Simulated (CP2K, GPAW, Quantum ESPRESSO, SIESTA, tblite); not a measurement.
# CP2K on twisted graphene bilayer, 32.20° (156 atoms): settings against a plane-wave reference, part 3 of 3

Wanted: CP2K inputs and outputs for twisted graphene bilayer, 32.20° (156 atoms), checked against a plane-wave reference.

Program: CP2K 2026.2; the method stands at each step. Banners, paths, timers and routine set-up lines are dropped from the logs unmarked, and long logs keep their key lines alone; longer cuts are marked.

So far, r.m.s. force component (eV/Å): step 2 (PBE, DZVP-MOLOPT-SR, 450/50 Ry, diagonalisation) 1.72; step 3 (PBE, TZVP-MOLOPT, 450/50 Ry, diagonalisation) 1.70; step 5 (PBE+D4, DZVP-MOLOPT-SR, 450/50 Ry, diagonalisation, PBE D4, CP2K) 1.72; step 6 (SCAN, DZVP-UZH(SCAN), 600/50 Ry, diagonalisation) 1.73; step 7 (PBE, DZVP-MOLOPT-SR, 630/50 Ry, diagonalisation) 1.72.

## Step 9: PBE, DZVP-MOLOPT-SR, 157/50 Ry, diagonalisation

Method: Kohn-Sham DFT, PBE, GTH-PBE pseudopotentials, Gaussian and plane waves, DZVP-MOLOPT-SR-GTH, diagonalisation.

The input, input.inp:

```
&GLOBAL
  PROJECT cell
  RUN_TYPE ENERGY_FORCE
  PRINT_LEVEL LOW
&END GLOBAL
&FORCE_EVAL
  METHOD QS
  &DFT
    BASIS_SET_FILE_NAME BASIS_MOLOPT
    POTENTIAL_FILE_NAME GTH_POTENTIALS
    &MGRID
      CUTOFF 157
      REL_CUTOFF 50
    &END MGRID
    &QS
      EPS_DEFAULT 1.0E-12
    &END QS
    &SCF
      SCF_GUESS ATOMIC
      EPS_SCF 5.0E-06
      MAX_SCF 200
      ADDED_MOS 70
      &DIAGONALIZATION
        ALGORITHM STANDARD
      &END DIAGONALIZATION
      &SMEAR ON
        METHOD FERMI_DIRAC
        ELECTRONIC_TEMPERATURE [K] 580
      &END SMEAR
      &MIXING
        METHOD BROYDEN_MIXING
        ALPHA 0.2
        NBROYDEN 12
        BETA 0.05
      &END MIXING
      &PRINT
        &RESTART OFF
        &END RESTART
      &END PRINT
    &END SCF
    &XC
      &XC_FUNCTIONAL PBE
      &END XC_FUNCTIONAL
    &END XC
    &PRINT
      &MULLIKEN ON
      &END MULLIKEN
      &HIRSHFELD ON
        SHAPE_FUNCTION DENSITY
      &END HIRSHFELD
      &MO ON
        EIGENVALUES T
        OCCUPATION_NUMBERS T
        MO_INDEX_RANGE 301 324
        &EACH
          QS_SCF 0
        &END EACH
        ADD_LAST NUMERIC
      &END MO
    &END PRINT
  &END DFT
  &SUBSYS
    &CELL
      A 15.36270 0.00000 0.00000
      B -7.68135 13.30449 0.00000
      C 0.00000 0.00000 15.53000
    &END CELL
    &COORD
      SCALED
[... 156 atom lines left out: the same atoms as in the first run ...]
    &END COORD
    &KIND C
      BASIS_SET DZVP-MOLOPT-SR-GTH-q4
      POTENTIAL GTH-PBE-q4
    &END KIND
  &END SUBSYS
  &PRINT
    &FORCES ON
    &END FORCES
  &END PRINT
&END FORCE_EVAL
```

Started as:

```
$ OMP_NUM_THREADS=1 mpirun -np 4 cp2k.psmp -i input.inp > output.txt
```

Numbers of over 12 decimals in the logs are rounded to 6 here.

The log of the run:

```text
CP2K| version string:                                       CP2K version 2026.2
 CP2K| Input file name                                                 input.inp
 GLOBAL| Basis set file name                                        BASIS_MOLOPT
 GLOBAL| Potential file name                                      GTH_POTENTIALS
 GLOBAL| Run type                                                   ENERGY_FORCE
 GLOBAL| Total number of message passing processes                             4
 GLOBAL| Number of threads for this process                                    1
 TOTAL NUMBERS AND MAXIMUM NUMBERS
  Total number of            - Atomic kinds:                                   1
                             - Atoms:                                        156
[... lines left out ...]
                        Smear method:                                FERMI_DIRAC
[... lines left out ...]
 Number of electrons:                                                        624
[... lines left out ...]
  Step     Update method      Time    Convergence         Total energy    Change
[... lines left out ...]
  *** SCF run converged in    17 steps ***
[... lines left out ...]
  Fermi energy:                                                -0.00357205
  Total energy:                                              -888.053107
  Total energy (extrapolated to T->0):                       -888.045956
[... lines left out ...]
 MO| E(Fermi):           -0.003572 a.u.         -0.097201 eV
[... lines left out ...]
       2     C        1          4.000361                             -0.000361
       3     C        1          4.001512                             -0.001512
[...]
155     C        1          4.010451                             -0.010451
     156     C        1          3.994993                              0.005007
 # Total charge                            624.000000                  0.000000
 !-----------------------------------------------------------------------------!
 !-----------------------------------------------------------------------------!
                           Hirshfeld Charges
  #Atom  Element  Kind  Ref Charge     Population                    Net charge
      1       C      1       4.000          3.998                         0.002
      2       C      1       4.000          4.003                        -0.003
      3       C      1       4.000          4.002                        -0.002
[...]
155       C      1       4.000          4.005                        -0.005
    156       C      1       4.000          4.000                         0.000
  Total Charge                                                            0.000
 !-----------------------------------------------------------------------------!
 ENERGY| Total FORCE_EVAL ( QS ) energy [hartree]           -888.053126
 FORCES| Atomic forces [hartree/bohr]
 FORCES|   Atom     x               y               z               |f|
 FORCES|      1 -2.74149536E-02 -5.18379823E-02 -6.79246714E-03   5.90329882E-02
 FORCES|      2 -1.20118589E-02  3.75752788E-02  2.56541552E-03   3.95318566E-02
 FORCES|      3  2.22752447E-02 -8.70760116E-02 -2.33895785E-03   8.99104501E-02
[...]
FORCES|    155  4.83981476E-02  4.49425304E-03  2.55773323E-02   5.49252121E-02
 FORCES|    156 -1.43836665E-03  5.74914395E-02 -1.81158804E-02   6.02952704E-02
 FORCES| Sum    -1.52003161E-02 -1.28525297E-02  5.25487193E-03
 FORCES| Total atomic force                                       2.05876373E-02
```

Wall time 2.3 min (4 MPI ranks of Arm Neoverse V1, shared host); peak memory 2.7 GiB; 9 min of CPU time.

Against the reference:

```
r.m.s. force component                          : 1.723 eV/Å
r.m.s. difference of force components           : 48.03 meV/Å
longest difference of force vectors             : 164 meV/Å
force difference over r.m.s. force              : 2.833 %
slope of forces against the reference's         : 1.016
correlation of force components                 : 0.9997
energy less the same-level run's                : -0.5135 meV/atom
r.m.s. force difference from the same-level run : 35.66 meV/Å
```

This is a coarse setting, run to see what it loses.

Against the first run (1.8 %), the force difference from the reference is 2.8 %, at 0.79 times the CPU time: the grid matters here.

The forces add up to 1.1 eV/Å instead of zero, usually a sign of too coarse a grid.

## Step 10: Side by side

Differences are against the plane-wave reference, forces as r.m.s. over components; share is that over the reference's r.m.s. force, slope the least-squares factor from reference forces to these. Total energies of different programs have different zeros and aren't compared.

```tsv
run	Δ force, r.m.s. (meV/Å)	share (%)	slope	cores	CPU time	memory (GiB)
reference	-	-	-	4	45 min	11
CP2K PBE, DZVP-MOLOPT-SR, 450/50 Ry, diagonalisation	30.4	1.80	1.015	4	11 min	8.1
CP2K PBE, TZVP-MOLOPT, 450/50 Ry, diagonalisation	12.1	0.714	1.004	4	1.7 h	8.8
CP2K PBE, SZV-MOLOPT-SR, 450/50 Ry, diagonalisation (coarse)	452	26.6	1.261	2	4.6 min	6.2
CP2K PBE+D4, DZVP-MOLOPT-SR, 450/50 Ry, diagonalisation	50.0	2.95	1.015	4	12 min	8.2
CP2K SCAN, DZVP-UZH(SCAN), 600/50 Ry, diagonalisation	61.1	3.60	1.018	2	49 min	11
CP2K PBE, DZVP-MOLOPT-SR, 630/50 Ry, diagonalisation	30.4	1.79	1.015	4	15 min	13
CP2K PBE, DZVP-MOLOPT-SR, 450/30 Ry, diagonalisation (coarse)	30.4	1.79	1.015	4	9.7 min	8.1
CP2K PBE, DZVP-MOLOPT-SR, 157/50 Ry, diagonalisation (coarse)	48.0	2.83	1.016	4	9 min	2.7
```

Rows marked coarse were listed beforehand as settings not expected to be converged; some can still land near the reference.

CPU time is summed over cores on a shared host, where runs went side by side, so it is rough. Symmetry, cutoffs, thresholds, outputs and thread counts weren't matched or tuned between programs; memory under MPI is the largest rank's times the ranks.

Within one program, basis, potentials and functional, energies share a zero. Each run against its twin at the usual cutoff or grid and solver:

```tsv
run	twin	Δ energy (meV/atom)	Δ force, r.m.s. (meV/Å)	CPU time over the twin's
CP2K PBE, DZVP-MOLOPT-SR, 630/50 Ry, diagonalisation	DZVP-MOLOPT-SR, 450/50 Ry, diagonalisation	-9.0e-4	0.623	1.3
CP2K PBE, DZVP-MOLOPT-SR, 450/30 Ry, diagonalisation	DZVP-MOLOPT-SR, 450/50 Ry, diagonalisation	-0.130	0.431	0.84
CP2K PBE, DZVP-MOLOPT-SR, 157/50 Ry, diagonalisation	DZVP-MOLOPT-SR, 450/50 Ry, diagonalisation	-0.513	35.7	0.79
```

## Step 11: What came out

```json
{
  "nearest in forces": "CP2K PBE, TZVP-MOLOPT, 450/50 Ry, diagonalisation, 0.71 %",
  "its CPU time": "1.7 h"
}
```

The PBE runs in local orbitals, coarse settings apart, differ by 0.71 % (CP2K PBE, TZVP-MOLOPT, 450/50 Ry, diagonalisation) to 1.8 % (CP2K PBE, DZVP-MOLOPT-SR, 450/50 Ry, diagonalisation); basis, grid and potentials can all enter. Rows with another functional or a dispersion term differ by 3.0 % (CP2K PBE+D4, DZVP-MOLOPT-SR, 450/50 Ry, diagonalisation) to 3.6 % (CP2K SCAN, DZVP-UZH(SCAN), 600/50 Ry, diagonalisation), which mixes the change of model with differences of basis and potentials. Runs with settings chosen to be coarse differ by 1.8 % (CP2K PBE, DZVP-MOLOPT-SR, 450/30 Ry, diagonalisation) to 27 % (CP2K PBE, SZV-MOLOPT-SR, 450/50 Ry, diagonalisation), their programs' other errors included. Of the electronic-structure runs that take under half the reference's CPU time, CP2K PBE, DZVP-MOLOPT-SR, 450/30 Ry, diagonalisation is among the nearest, at 1.8 % in 9.7 min against 45 min. CP2K PBE, SZV-MOLOPT-SR, 450/50 Ry, diagonalisation stiffens the forces by a factor of 1.26 while following their directions (correlation 0.999); the slopes of the 8 CP2K runs lie between 1.00 and 1.26. The reference's PBE has no dispersion term, which matters for the binding between molecules or layers. The electronic-structure runs sample only Γ, in a cell whose shortest periodic width is 13 Å, which is coarse for a cell with partly filled levels.

[Also dropped from logs without a mark: logging warnings of Python, and SIESTA's first energy breakdown and zero terms.]

[Logs are printed without paths, hosts, clocks, repeated set-up lines and the standing remarks that a program may print on its own settings, such as how far it seeks lower states.]

[Hosts, paths, dates, database ids (printed as entryN), source tags and the programs' standing remarks are cut or masked in the printed files.]
